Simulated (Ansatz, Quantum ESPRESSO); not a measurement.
# Screening and band shifts of 1T-PtS2, 1 layer, part 2 of 6

Aim: how 1T-PtS2, 1 layer screens a field along its normal, and what the field does to its bands.

Quantum ESPRESSO 7.5; plane-wave DFT, vdW-DF-cx, GBRV ultrasoft pseudopotentials made under PBE; geometry and cross-check by Ansatz 0.2.0 with PAW datasets.

So far: The structure; Geometry from Ansatz.

### 3. SCF with pw.x: no field

The zero-field run is the reference. tefield and dipfield are on already, so that all runs share k-points and boundary.

Level of this step: plane-wave DFT, vdW-DF-cx, GBRV ultrasoft pseudopotentials made under PBE (Quantum ESPRESSO 7.5). input_dft overrides the functional of the files.

f0.in reads:

```
&control
  prefix = 'f0'
  outdir = './out'
  pseudo_dir = './pseudo'
  calculation = 'scf'
  tprnfor = .true.
  tefield = .true.
  dipfield = .true.
/
&system
  ibrav = 0
  nat = 3
  ntyp = 2
  ecutwfc = 40
  ecutrho = 200
  input_dft = 'vdw-df-cx'
  occupations = 'smearing'
  smearing = 'fd'
  degauss = 0.004
  edir = 3
  emaxpos = 0.97
  eopreg = 0.04
  eamp = 0.0
/
&electrons
  conv_thr = 1e-09
  mixing_beta = 0.4
  electron_maxstep = 120
  mixing_mode = 'plain'
/
ATOMIC_SPECIES
  S   32.0600  s_pbe_v1.4.uspp.F.UPF
  Pt  195.0840  pt_pbe_v1.4.uspp.F.UPF
CELL_PARAMETERS angstrom
  3.57420286974912 -0.00000000000000 0.00000000000000
  -1.78710143487456 3.09535048348198 -0.00000000000000
  0.00000000000000 0.00000000000000 19.01408639340000
ATOMIC_POSITIONS crystal
  S   0.666666666667 0.333333333333 0.435362688202
  Pt  -0.000000000000 0.000000000000 0.499999984956
  S   0.333333333333 0.666666666667 0.564637326843
K_POINTS automatic
  12 12 1 0 0 0
```

Command:

```sh
$ OMP_NUM_THREADS=1 mpirun -n 4 pw.x -nk 4 -in f0.in > f0.out
```

The program printed:

```text
Program PWSCF v.7.5 starts
[citation notice left out]

     Parallel version (MPI & OpenMP), running on       4 processor cores
     Number of MPI processes:                 4
     Threads/MPI process:                     1

     MPI processes distributed on     1 nodes
[...]
Current dimensions of program PWSCF are:
     Max number of different atomic species (ntypx) = 10
     Max number of k-points (npk) =  40000
     Max angular momentum in pseudopotentials (lmaxx) =  4
     Presently no symmetry can be used with electric field

     IMPORTANT: XC functional enforced from input :
     Exchange-correlation= VDW-DF-CX
                           (   1   4  27   0   1   0   0)
     Any further DFT definition will be discarded
     Please, verify this is what you really want

     K-points division:     npool     =       4
     Subspace diagonalization in iterative solution of the eigenvalue problem:
     a serial algorithm will be used

     G-vector sticks info
     --------------------
     sticks:   dense  smooth     PW     G-vecs:    dense   smooth      PW
     Sum         637     499    163                67889    48595    9185

     Using Slab Decomposition

     bravais-lattice index     =            0
     lattice parameter (alat)  =       6.7543  a.u.
     unit-cell volume          =    1419.5840 (a.u.)^3
     number of atoms/cell      =            3
     number of atomic types    =            2
     number of electrons       =        28.00
     number of Kohn-Sham states=           18
     kinetic-energy cutoff     =      40.0000  Ry
     charge density cutoff     =     200.0000  Ry
     scf convergence threshold =      1.0E-09
     mixing beta               =       0.4000
     number of iterations used =            8  plain     mixing
     Exchange-correlation= VDW-DF-CX
                           (   1   4  27   0   1   0   0)

     celldm(1)=   6.754265  celldm(2)=   0.000000  celldm(3)=   0.000000
     celldm(4)=   0.000000  celldm(5)=   0.000000  celldm(6)=   0.000000

     crystal axes: (cart. coord. in units of alat)
               a(1) = (   1.000000  -0.000000   0.000000 )
               a(2) = (  -0.500000   0.866025  -0.000000 )
               a(3) = (   0.000000   0.000000   5.319812 )

     reciprocal axes: (cart. coord. in units 2 pi/alat)
               b(1) = (  1.000000  0.577350 -0.000000 )
               b(2) = (  0.000000  1.154701 -0.000000 )
               b(3) = (  0.000000  0.000000  0.187977 )

     PseudoPot. # 1 for S  read from file:
     ./pseudo/s_pbe_v1.4.uspp.F.UPF
     Pseudo is Ultrasoft + core correction, Zval =  6.0
     Generated by new atomic code, or converted to UPF format
     Using radial grid of  907 points,  6 beta functions with:
                l(1) =   0
                l(2) =   0
                l(3) =   1
                l(4) =   1
                l(5) =   2
                l(6) =   2
     Q(r) pseudized with  8 coefficients,  rinner =    1.300   1.300   1.300
                                                       1.300   1.300

     PseudoPot. # 2 for Pt read from file:
     ./pseudo/pt_pbe_v1.4.uspp.F.UPF
     Pseudo is Ultrasoft + core correction, Zval = 16.0
     Generated by new atomic code, or converted to UPF format
     Using radial grid of  985 points,  6 beta functions with:
                l(1) =   0
                l(2) =   0
                l(3) =   1
                l(4) =   1
                l(5) =   2
                l(6) =   2
     Q(r) pseudized with  8 coefficients,  rinner =    1.300   1.300   1.300
                                                       1.300   1.300

     atomic species   valence    mass     pseudopotential
     S                 6.00    32.06000     S ( 1.00)
     Pt               16.00   195.08400     Pt( 1.00)

     No symmetry found

   Cartesian axes

     site n.     atom                  positions (alat units)
         1        S      tau(   1) = (   0.5000000   0.2886751   2.3160475  )
         2        Pt     tau(   2) = (   0.0000000   0.0000000   2.6599058  )
         3        S      tau(   3) = (  -0.0000000   0.5773503   3.0037643  )

     number of k points=    74  Fermi-Dirac smearing, width (Ry)=  0.0040
                       cart. coord. in units 2pi/alat
        k(    1) = (   0.0000000   0.0000000   0.0000000), wk =   0.0138889
        k(    2) = (   0.0000000   0.0962250   0.0000000), wk =   0.0277778
        k(    3) = (   0.0000000   0.1924501   0.0000000), wk =   0.0277778
        k(    4) = (   0.0000000   0.2886751   0.0000000), wk =   0.0277778
        k(    5) = (   0.0000000   0.3849002   0.0000000), wk =   0.0277778
        k(    6) = (   0.0000000   0.4811252   0.0000000), wk =   0.0277778
        k(    7) = (   0.0000000  -0.5773503   0.0000000), wk =   0.0138889
        k(    8) = (   0.0833333   0.0481125   0.0000000), wk =   0.0277778
        k(    9) = (   0.0833333   0.1443376   0.0000000), wk =   0.0277778
        k(   10) = (   0.0833333   0.2405626   0.0000000), wk =   0.0277778
[...]
k(   74) = (  -0.5000000  -0.8660254   0.0000000), wk =   0.0138889

     Dense  grid:    67889 G-vectors     FFT dimensions: (  32,  32, 162)

     Smooth grid:    48595 G-vectors     FFT dimensions: (  27,  27, 150)

     Estimated max dynamical RAM per process >     131.86 MB

     Estimated total dynamical RAM >     477.71 MB

     Initial potential from superposition of free atoms

     starting charge      27.4999, renormalised to      28.0000

     negative rho (up, down):  1.820E-01 0.000E+00

     %%%%%%%%%%%%%%%%%%%%%%%%%%%%%%%%%%%%%%%%%%%%%%%%%%%%%%%%%%%%%%%%%%%%%%%%
     %                                                                      %
     % You are using vdW-DF, which was implemented by the Thonhauser group. %
     % Please cite the following two papers that made this development      %
     % possible and the two reviews that describe the various versions:     %
     %                                                                      %
     %   T. Thonhauser et al., PRL 115, 136402 (2015).                      %
     %   T. Thonhauser et al., PRB 76, 125112 (2007).                       %
     %   K. Berland et al., Rep. Prog. Phys. 78, 066501 (2015).             %
     %   D.C. Langreth et al., J. Phys.: Condens. Matter 21, 084203 (2009). %
     %                                                                      %
     % If you are calculating stress with vdW-DF, please also cite:         %
     %                                                                      %
[...]
Dipole                0.0004 Ry au,          0.0009 Debye
[...]
total energy              =    -258.42845708 Ry
     estimated scf accuracy    <       1.24443607 Ry

     iteration #  3     ecut=    40.00 Ry     beta= 0.40
[...]
negative rho (up, down):  1.724E-01 0.000E+00

[...]
Dipole               -0.0010 Ry au,         -0.0025 Debye
[...]
total energy              =    -258.59129345 Ry
     estimated scf accuracy    <       0.02276861 Ry

     iteration #  4     ecut=    40.00 Ry     beta= 0.40
[...]
negative rho (up, down):  1.723E-01 0.000E+00

[...]
Dipole                0.0057 Ry au,          0.0146 Debye
[...]
total energy              =    -258.59790642 Ry
     estimated scf accuracy    <       0.01791505 Ry

     iteration #  5     ecut=    40.00 Ry     beta= 0.40
[...]
negative rho (up, down):  1.724E-01 0.000E+00

[...]
Dipole               -0.0199 Ry au,         -0.0507 Debye
[...]
total energy              =    -258.60282567 Ry
     estimated scf accuracy    <       0.00821923 Ry

     iteration #  6     ecut=    40.00 Ry     beta= 0.40
[...]
negative rho (up, down):  1.724E-01 0.000E+00

[...]
Dipole                0.0011 Ry au,          0.0027 Debye
[...]
total energy              =    -258.60338936 Ry
     estimated scf accuracy    <       0.00256579 Ry

     iteration #  7     ecut=    40.00 Ry     beta= 0.40
[...]
negative rho (up, down):  1.724E-01 0.000E+00

[...]
Dipole                0.0001 Ry au,          0.0003 Debye
[...]
total energy              =    -258.60369577 Ry
     estimated scf accuracy    <       0.00020481 Ry

     iteration #  8     ecut=    40.00 Ry     beta= 0.40
[...]
negative rho (up, down):  1.725E-01 0.000E+00

[...]
Dipole               -0.0000 Ry au,         -0.0001 Debye
[...]
total energy              =    -258.60373617 Ry
     estimated scf accuracy    <       0.00000786 Ry

     iteration #  9     ecut=    40.00 Ry     beta= 0.40
[...]
negative rho (up, down):  1.725E-01 0.000E+00

[...]
Dipole                0.0000 Ry au,          0.0000 Debye
[...]
total energy              =    -258.60373663 Ry
     estimated scf accuracy    <       0.00000059 Ry

     iteration # 10     ecut=    40.00 Ry     beta= 0.40
[...]
negative rho (up, down):  1.725E-01 0.000E+00

[...]
Dipole               -0.0000 Ry au,         -0.0000 Debye
[...]
total energy              =    -258.60373632 Ry
     estimated scf accuracy    <       0.00000039 Ry

     iteration # 11     ecut=    40.00 Ry     beta= 0.40
[...]
negative rho (up, down):  1.725E-01 0.000E+00

[...]
Dipole                0.0000 Ry au,          0.0000 Debye
[...]
total energy              =    -258.60373611 Ry
     estimated scf accuracy    <       0.00000002 Ry

     iteration # 12     ecut=    40.00 Ry     beta= 0.40
[...]
negative rho (up, down):  1.725E-01 0.000E+00

[...]
Dipole                0.0000 Ry au,          0.0000 Debye
[...]
total energy              =    -258.60373595 Ry
     estimated scf accuracy    <          4.9E-09 Ry

     iteration # 13     ecut=    40.00 Ry     beta= 0.40
[...]
negative rho (up, down):  1.725E-01 0.000E+00

[...]
Dipole               -0.0000 Ry au,         -0.0000 Debye
[...]
End of self-consistent calculation

          k = 0.0000 0.0000 0.0000 (  6061 PWs)   bands (ev):

   -54.9592 -54.9592 -54.8553 -16.1904 -13.9717  -7.7539  -7.7539  -7.3695
    -5.0945  -5.0945  -3.0152  -2.8780  -2.4840  -2.4840   0.9620   0.9620
     2.5848   2.9487

          k = 0.0000 0.0962 0.0000 (  6053 PWs)   bands (ev):

   -54.9605 -54.9596 -54.8551 -16.1047 -13.9932  -7.7409  -7.6999  -7.2922
    -5.2236  -5.1642  -3.4094  -2.7450  -2.4445  -2.3103   0.5414   0.8461
     2.7295   3.0614

          k = 0.0000 0.1925 0.0000 (  6048 PWs)   bands (ev):

   -54.9641 -54.9605 -54.8546 -15.8583 -14.0521  -7.6876  -7.5549  -7.0747
    -5.6489  -5.3053  -3.9402  -2.4731  -2.4304  -2.2549  -0.2023   0.6299
     3.1031   3.3789

          k = 0.0000 0.2887 0.0000 (  6064 PWs)   bands (ev):

   -54.9690 -54.9617 -54.8540 -15.4869 -14.1320  -7.6010  -7.3743  -6.8340
    -6.2137  -5.3760  -4.2364  -2.6372  -2.6283  -2.3666  -0.4800   0.5311
     3.6124   3.7925

          k = 0.0000 0.3849 0.0000 (  6066 PWs)   bands (ev):

   -54.9739 -54.9630 -54.8534 -15.0636 -14.2066  -7.7805  -7.2386  -6.8628
    -6.1200  -5.2457  -4.3244  -3.3818  -3.0812  -2.6467  -0.1125   0.5924
     3.4311   4.4382

          k = 0.0000 0.4811 0.0000 (  6078 PWs)   bands (ev):

   -54.9775 -54.9639 -54.8529 -14.7188 -14.2420  -8.2823  -7.1832  -6.5516
    -5.8762  -4.8754  -4.2523  -4.0296  -3.6784  -3.1458   0.3496   0.6979
     3.2712   4.7312

[...]
the Fermi energy is    -1.3247 ev

!    total energy              =    -258.60373539 Ry
     estimated scf accuracy    <          5.9E-10 Ry
     smearing contrib. (-TS)   =      -0.00000000 Ry
     internal energy E=F+TS    =    -258.60373539 Ry

     The total energy is F=E-TS. E is the sum of the following terms:
     one-electron contribution =   -1077.47871142 Ry
     hartree contribution      =     541.45451031 Ry
     xc contribution           =     -73.30722516 Ry
     ewald contribution        =     350.72769088 Ry
     electric field correction =       0.00000000 Ry

     convergence has been achieved in  13 iterations

     negative rho (up, down):  1.725E-01 0.000E+00

     Forces acting on atoms (cartesian axes, Ry/au):

     atom    1 type  1   force =     0.00000002   -0.00000001    0.00642757
     atom    2 type  2   force =    -0.00000007    0.00000003   -0.00000531
     atom    3 type  1   force =     0.00000005   -0.00000002   -0.00642226

     Total force =     0.009086     Total SCF correction =     0.000075

[...]
=------------------------------------------------------------------------------=
   JOB DONE.
=------------------------------------------------------------------------------=
[...]
[key lines of the parts left out:]
Dipole field         -0.0000 Ry au,
```

The job ended after 2.3 min (4 MPI ranks of Arm Neoverse N1, shared host; peak memory 0.9 GiB; 9.2 min of CPU time).

Read from the output:

| Item | Value |
| --- | --- |
| free energy | -3518.4831 eV |
| Fermi energy | -1.325 eV |
| dipole along the normal | 0 e·Å |
| valence top, on the run's zero | -2.219 eV |
| conduction bottom, on the run's zero | -0.4800 eV |
| gap by band count | 1.739 eV |

The program's own clock; routines nest. Time by routine:

```csv
routine,wall time (s),calls
PWSCF,137.9,1
electrons,102.5,1
c_bands,75.73,13
cegterg,69.24,247
h_psi,58.99,1134
fftw,57.61,28810
vloc_psi,52.82,1134
v_of_rho,40.72,14
init_run,33.62,1
potinit,30.73,1
vdW_kernel,29.86,1
sum_band,13.9,13
calbec,4.27,1457
fft,4.21,941
```

The run needed 13 iterations to bring the estimated error under 1e-09 Ry; the largest force on any atom, held or free, is 0.17 eV/Å.

### 4. Electrostatic potential

plot_num = 11 writes the bare and Hartree potential. It leaves out exchange and correlation, which fade slowly, so it flattens close to the surface.

f0.pot.in reads:

```
&inputpp
  prefix = 'f0'
  outdir = './out'
  filplot = 'f0.pot.dat'
  plot_num = 11
/
```

Command:

```sh
$ OMP_NUM_THREADS=1 mpirun -n 4 pp.x -in f0.pot.in > f0.pot.out
```

The job ended after 31 s (4 MPI ranks; peak memory 0.21 GiB; 2.1 min of CPU time).

This step gave:

* slope of the potential above: 5.76e-5 eV/Å
* upper vacuum line continued to the top atoms, over the valence top: 6.464 eV
* slope of the potential below: -4.43e-5 eV/Å
* lower vacuum line continued to the bottom atoms, over the valence top: 6.464 eV
* vacuum level at the upper face over the valence top of the mesh: 6.464 eV
* vacuum level at the lower face over the valence top of the mesh: 6.464 eV

The vacuum is flat to 0.1 meV/Å, so its level is well defined. Inside the slab the curve depends on the local part of the pseudopotentials; only the vacuum level has a meaning of its own.

[end of part 2 of 6]

[Logs are printed without paths, hosts, clocks, repeated set-up lines and the standing remarks that a program may print on its own settings, such as how far it seeks lower states.]

[Hosts, paths, dates, database ids (printed as entryN), source tags and the programs' standing remarks are cut or masked in the printed files.]

[Maps of the electrostatic potential energy from Ansatz leave out the sawtooth potential of an applied field or a dipole correction, so their vacuum need not be flat; planar profiles and work functions include it.]
